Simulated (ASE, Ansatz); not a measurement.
# Structural relaxation of NaC3O3 (Fddd) (112 atoms), part 2 of 2

Aim: bring NaC3O3 (Fddd) (112 atoms) to a nearby minimum of the energy and see what moves.

Ansatz 0.2.0; Kohn-Sham DFT, r2SCAN, PAW (set soft_2), plane waves.

So far. Step 3 (Relaxation): The relaxation changed the energy by -204 meV/atom, and atoms moved by 0.11 Å r.m.s., 0.29 Å at most.

## Step 5: Single point at the relaxed geometry

One more single point at the end of the walk gives the fuller output and checks the residual forces.

Input file input.yaml:

```yaml
crystal:
  lattice:
    - [7.9248, 0.0, 0.0]
    - [0.0, 11.4835, 0.0]
    - [0.0, 0.0, 14.3208]
  atoms:
    - { symbol: Na, position: [0.74535, 0.89677, 0.2516] }
    - { symbol: Na, position: [0.24574, 0.10319, 0.24963] }
    - { symbol: Na, position: [0.24743, 0.89491, 0.7513] }
    - { symbol: Na, position: [0.7474, 0.10107, 0.7499] }
    - { symbol: Na, position: [0.50254, 0.35231, 0.99572] }
    - { symbol: Na, position: [0.99941, 0.14745, 0.99566] }
    - { symbol: Na, position: [0.0043, 0.35284, 0.49561] }
    - { symbol: Na, position: [0.50092, 0.1451, 0.49597] }
    - { symbol: Na, position: [0.7558, 0.39543, 0.748] }
    - { symbol: Na, position: [0.2561, 0.60072, 0.74876] }
    - { symbol: Na, position: [0.25582, 0.39693, 0.2479] }
    - { symbol: Na, position: [0.75566, 0.60293, 0.24982] }
    - { symbol: Na, position: [0.49905, 0.85016, 0.50455] }
    - { symbol: Na, position: [0.00215, 0.64529, 0.5037] }
    - { symbol: Na, position: [0.99896, 0.85438, 0.00437] }
    - { symbol: Na, position: [0.50199, 0.64664, 0.00389] }
    - { symbol: C, position: [0.75146, 0.24997, 0.14349] }
    - { symbol: C, position: [0.25051, 0.75017, 0.15047] }
    - { symbol: C, position: [0.25103, 0.24891, 0.84946] }
    - { symbol: C, position: [0.75083, 0.74923, 0.85656] }
    - { symbol: C, position: [0.49506, 0.99952, 0.10336] }
    - { symbol: C, position: [0.00603, 0.5007, 0.10167] }
    - { symbol: C, position: [0.99596, 0.99932, 0.39739] }
    - { symbol: C, position: [0.50647, 0.49878, 0.39551] }
    - { symbol: C, position: [0.75106, 0.74818, 0.65055] }
    - { symbol: C, position: [0.25219, 0.24865, 0.64342] }
    - { symbol: C, position: [0.25102, 0.74887, 0.35644] }
    - { symbol: C, position: [0.75205, 0.24929, 0.34951] }
    - { symbol: C, position: [0.50637, 0.49851, 0.60156] }
    - { symbol: C, position: [0.99703, 0.99806, 0.60333] }
    - { symbol: C, position: [0.00508, 0.49906, 0.89571] }
    - { symbol: C, position: [0.49657, 0.99895, 0.89731] }
    - { symbol: C, position: [0.91156, 0.24265, 0.19516] }
    - { symbol: C, position: [0.09063, 0.75723, 0.20253] }
    - { symbol: C, position: [0.09132, 0.24204, 0.79726] }
    - { symbol: C, position: [0.91077, 0.75697, 0.8047] }
    - { symbol: C, position: [0.33548, 0.00673, 0.05116] }
    - { symbol: C, position: [0.16574, 0.49328, 0.04962] }
    - { symbol: C, position: [0.15621, 0.00664, 0.44909] }
    - { symbol: C, position: [0.3465, 0.49113, 0.44741] }
    - { symbol: C, position: [0.91097, 0.74108, 0.70251] }
    - { symbol: C, position: [0.09203, 0.25706, 0.69502] }
    - { symbol: C, position: [0.09097, 0.74168, 0.3047] }
    - { symbol: C, position: [0.9119, 0.25684, 0.29745] }
    - { symbol: C, position: [0.34645, 0.5062, 0.54966] }
    - { symbol: C, position: [0.15664, 0.98959, 0.5512] }
    - { symbol: C, position: [0.16538, 0.5057, 0.94727] }
    - { symbol: C, position: [0.33612, 0.99341, 0.94881] }
    - { symbol: C, position: [0.4118, 0.24089, 0.69558] }
    - { symbol: C, position: [0.59099, 0.75455, 0.70237] }
    - { symbol: C, position: [0.5919, 0.24203, 0.2977] }
    - { symbol: C, position: [0.41079, 0.75673, 0.30452] }
    - { symbol: C, position: [0.83678, 0.00507, 0.55174] }
    - { symbol: C, position: [0.66647, 0.49259, 0.54973] }
    - { symbol: C, position: [0.65609, 0.00722, 0.94953] }
    - { symbol: C, position: [0.84533, 0.49155, 0.94782] }
    - { symbol: C, position: [0.41064, 0.74245, 0.20222] }
    - { symbol: C, position: [0.59174, 0.2575, 0.1955] }
    - { symbol: C, position: [0.59101, 0.74072, 0.80467] }
    - { symbol: C, position: [0.41142, 0.25551, 0.79786] }
    - { symbol: C, position: [0.84584, 0.5081, 0.04997] }
    - { symbol: C, position: [0.65543, 0.99197, 0.05181] }
    - { symbol: C, position: [0.66649, 0.50553, 0.44736] }
    - { symbol: C, position: [0.83621, 0.99219, 0.44942] }
    - { symbol: O, position: [0.75233, 0.24899, 0.43634] }
    - { symbol: O, position: [0.25118, 0.74831, 0.44332] }
    - { symbol: O, position: [0.2526, 0.24825, 0.55657] }
    - { symbol: O, position: [0.75124, 0.74853, 0.56369] }
    - { symbol: O, position: [0.49728, 0.99746, 0.81044] }
    - { symbol: O, position: [0.00469, 0.49916, 0.80886] }
    - { symbol: O, position: [0.99751, 0.99882, 0.69018] }
    - { symbol: O, position: [0.5063, 0.49752, 0.68843] }
    - { symbol: O, position: [0.75072, 0.74987, 0.9434] }
    - { symbol: O, position: [0.25055, 0.2491, 0.93633] }
    - { symbol: O, position: [0.25033, 0.75077, 0.06363] }
    - { symbol: O, position: [0.75117, 0.25002, 0.05662] }
    - { symbol: O, position: [0.50637, 0.49914, 0.30867] }
    - { symbol: O, position: [0.99559, 0.99972, 0.31055] }
    [... 28 atom lines left out ...]
    - { symbol: O, position: [0.54787, 0.22862, 0.6538] }
    - { symbol: O, position: [0.45475, 0.7651, 0.66035] }
    - { symbol: O, position: [0.79209, 0.02018, 0.90779] }
    - { symbol: O, position: [0.70948, 0.47815, 0.90608] }
    - { symbol: O, position: [0.70081, 0.01554, 0.594] }
    - { symbol: O, position: [0.8028, 0.48284, 0.59181] }
kpoints:
  mp_grid: { grid: [2, 1, 1] }
hamiltonian:
  xc: r2scan
scf:
  occupations: { method: fermi_dirac, width: 0.05 }
output:
  forces: true
  stress: true
  populations: true
  dos:
    method: { smearing: { sigma: 0.15 } }
    de: 0.1
    projected: { site_lists: { C: [C], Na: [Na], O: [O] } }
  eigenvalues: true
  write_density: true
  write_potential: true
  volumetric_format: npy
  elf: true
```

Started as:

```sh
$ ansatz run input.yaml --threads 8 --pin off --max-ram 15872MiB --backend cpu --events-out ev --progress --plain --runs-dir out
```

It took 54 s on 8 threads of Arm Neoverse V2, shared host; peak memory 7.8 GiB.

Numbers from this run:

```
free energy                                      : -63175.2108 eV
free energy per atom                             : -564.0644 eV/atom
SCF cycles                                       : 11
pressure                                         : -0.4993 GPa
r.m.s. force component                           : 0.00929 eV/Å
longest force                                    : 0.03297 eV/Å
Fermi energy                                     : 3.647 eV
gap (highest filled to lowest empty level) : 1.108 eV
spilling of the projection                       : 0.008602
```

Löwdin charges by element and coordination (they lack the spilled electrons, 0.048 e an atom on average):

```tsv
element	coordination	atoms	mean charge (e)	spread	least	most
C	all	48	0.299	0.0027	0.295	0.302
Na	all	16	0.776	1.0e-4	0.776	0.776
O	all	48	-0.446	0.0041	-0.452	-0.439
```

States in the cell by windows of 1 eV, zero at the Fermi level; the larger projections on atomic orbitals stand beside the total:

```tsv
from (eV)	to (eV)	total	O p	C p	O s	C s
-14	-13	31.9	1.8	13.0	4.9	11.8
-13	-12	0.1	0.0	0.1	0.0	0.1
-12	-11	0.0	0.0	0.0	0.0	0.0
-11	-10	32.0	6.4	16.5	4.3	4.2
-10	-9	16.0	3.9	11.9	0.0	0.0
-9	-8	4.6	1.9	2.3	0.2	0.0
-8	-7	45.4	25.8	11.4	5.5	1.0
-7	-6	80.4	48.7	22.6	6.8	0.6
-6	-5	17.2	9.8	7.1	0.2	0.0
-5	-4	37.7	29.3	8.1	0.1	0.0
-4	-3	36.3	32.2	2.8	0.1	0.9
-3	-2	49.9	41.0	5.3	0.1	2.7
-2	-1	19.7	13.9	4.8	0.0	0.1
-1	0	12.8	8.5	3.8	0.0	0.0
0	1	21.1	10.0	10.5	0.0	0.0
1	2	10.9	5.3	5.2	0.0	0.0
2	4	0.0	0.0	0.0	0.0	0.0
4	5	26.6	5.7	18.7	0.3	0.1
```

Between -26 and -14 eV lie 208 more states.

The levels nearest the highest filled one (over half full), pooled over k-points and spins:

```tsv
level less the highest filled one (eV)	occupation
-0.328	2
-0.184	2
-0.181	2
-0.106	2
-0.0018	2
0	2
1.11	0
1.11	0
1.23	0
1.24	0
1.26	0
1.30	0
```

Valence density in the bc plane at fractional x = 0.002, with atoms of Na and C and O within 0.2 Å of it. It is the smooth field of the valence electrons, not physical close to the nuclei.

Ten steps, logarithmic in the rise over the least value, from '0' (0 e/Å³) to '9' (16 e/Å³), each cell a mean:
```
00158851000000112110000002687300
00001110000001344320000011110000
00000134320001355421001344310000
00001357641002466531012576420000
00000246531002578631002455310000
11000123321001245310001222100001
65200013332000000000013432100136
76310125664100000000135664100257
64210025664200000000125653100135
54210012332000000000012221000135
43100000001220000002441000000123
11000000037984000027996100000011
21100000027973000015874100000012
43210000011110000000111100000134
54210012332100000000023442000135
65310125764100000000135764100146
86310124653100000000024553100257
53100012321000011100012222100124
00000123321001356520002343210000
00001256641002478631012566420000
00001356641001356531002466410000
00000123310001345421000122100000
00012210000001234320000001343100
00169961000000111100000003898400
```
Columns run along b (11.5 Å), rows up along c (14.3 Å). Atoms in or near the plane, at fractional coordinates: Na at (0.15, 0.00), Na at (0.35, 0.50), Na at (0.65, 0.50), Na at (0.85, 0.00), C at (0.50, 0.10), C at (0.00, 0.40), C at (0.00, 0.60), C at (0.50, 0.90), O at (0.50, 0.81), O at (0.00, 0.69), O at (0.00, 0.31), O at (0.50, 0.19).

ELF in the bc plane at fractional x = 0.002, with atoms of Na and C and O within 0.2 Å of it. It is the smooth field of the valence electrons, not physical close to the nuclei.

Ten even steps from '_' (0.00) to '@' (0.84), each cell a mean:
```
____..**++++**..__________..............__________::******--____
________::..__..::..____..==****++**++--____..--==--..__________
________..++%%@@%%**::__..++**--::++**--____==%%@@@@%%==..______
________--##%%%%%%%%==____==%%@@%%%%**::__::**%%%%%%%%**::______
________::**%%%%%%##==__..**%%##++%%%%--__..++##%%%%##==..______
**++::____..------::..____--%%@@@@@@**..____..::--::..______--**
@@@@##::____::--====--..____..----::____..--==++++--..____++@@@@
++%%##--__::**%%%%%%##++..______________--##%%%%%%%%==__..++%%**
%%%%**::__..**%%%%%%%%**::______________--%%@@@@@@##--____==##%%
..++**--____--##@@%%**::__________________--**%%##==..__..++**--
++++==::______....__..--::____________::==--..__________..==++++
__________________==**==**++________::**====**::________________
::::....__________--**++**==________..++****==____________......
++****--______..::....::..__________________..----::____..==****
::++**--____==%%@@@@##--________________::**@@@@@@##::__..++**--
%%%%**::__::**%%%%%%%%**::______________==##%%%%%%%%==____==%%%%
++%%%%--__::++%%%%%%##==..______________::++##%%##**--____++%%##
@@@@**..____::------::..____--++**==::____..::----::..____--##@@
--::______::--====--..____==%%@@@@@@##::__..--==++++==::____..--
________--**%%%%%%##==____++%%##==%%##--__::**%%%%%%%%++::______
________--##@@%%%%%%==____==##%%%%%%**::__..**%%@@@@%%**..______
________..==##@@%%**..__..++**--..++**--____::**####==..________
______..--::......______..--++++++**++--____________::====..____
____::**++++**::____________________..____________==**--++++____
```
Columns run along b (11.5 Å), rows up along c (14.3 Å). Atoms in or near the plane, at fractional coordinates: Na at (0.15, 0.00), Na at (0.35, 0.50), Na at (0.65, 0.50), Na at (0.85, 0.00), C at (0.50, 0.10), C at (0.00, 0.40), C at (0.00, 0.60), C at (0.50, 0.90), O at (0.50, 0.81), O at (0.00, 0.69), O at (0.00, 0.31), O at (0.50, 0.19).

Mean Löwdin charges: C +0.30, Na +0.78, O -0.45 e (they miss 0.86 % of the electrons, so they add up to more than the cell's charge).

The surroundings of Na6, one of the 16 Na atoms, nearest first, numbered as they follow in the input and with coordinates relative to it.

```tsv
atom	x	y	z	distance (Å)	bonds	Löwdin charge (e)
Na6	0.00	0.00	0.00	0.00	6	0.78
O76	-1.97	1.18	0.87	2.45	3	-0.45
O74	1.99	1.17	-0.85	2.46	3	-0.45
O89	-0.35	0.95	-2.24	2.46	3	-0.45
O91	0.38	0.96	2.25	2.48	3	-0.44
O109	-1.64	-1.46	-1.26	2.53	3	-0.44
O95	1.58	-1.49	1.39	2.58	3	-0.44
O86	1.59	-1.88	-1.28	2.78	3	-0.44
O104	-1.65	-1.93	1.41	2.91	3	-0.44
C19	1.99	1.17	-2.09	3.12	3	0.29
```

## Step 6: Outcome

```
energy change in the relaxation                  : -204.5 meV/atom
r.m.s. displacement                              : 0.111 Å
largest displacement                             : 0.29 Å
free energy per atom                             : -564.0644 eV/atom
density                                          : 2.182 g/cm³
pressure                                         : -0.4993 GPa
r.m.s. force component                           : 0.00929 eV/Å
gap (highest filled to lowest empty level) : 1.108 eV
wall time of the 3 DFT runs                      : 4.1 min
```

In words: Relaxation lowers the energy by 204 meV/atom and moves atoms by 0.11 Å r.m.s.; the r.m.s. force component goes from 4.1 to 0.0093 eV/Å, the pressure goes from 4.0 to -0.50 GPa, and the gap from 0.496 to 1.11 eV. The r.m.s. move is of the size of the random displacements put into the start (0.104 Å r.m.s. in three dimensions). First to last step the energy falls by 22.903 eV; the largest move, 0.29 Å, is that of Na13. The C-O bonds change most in mean length: from 1.249 Å (spread 0.088) to 1.242 Å (spread 0.001). The highest filled and lowest empty levels differ by 1.11 eV on the run's k-points; the mesh holds the band edges only if they fold onto it, so the gap at this level can be narrower or closed, while semilocal functionals tend to narrow gaps against experiment.

Caveats: Forces of over 1 eV/Å at a start taken from published positions point to poor light-atom positions, to the random displacements or to coarse sampling.

[Long decimals in the printed logs are rounded to 6 places.]

[Logs are printed without paths, hosts, clocks, repeated set-up lines and the standing remarks that a program may print on its own settings, such as how far it seeks lower states.]

[Hosts, paths, dates, database ids (printed as entryN), source tags and the programs' standing remarks are cut or masked in the printed files.]

[A walk said to have stopped at its limit may instead have ended on an SCF cycle that didn't converge.]
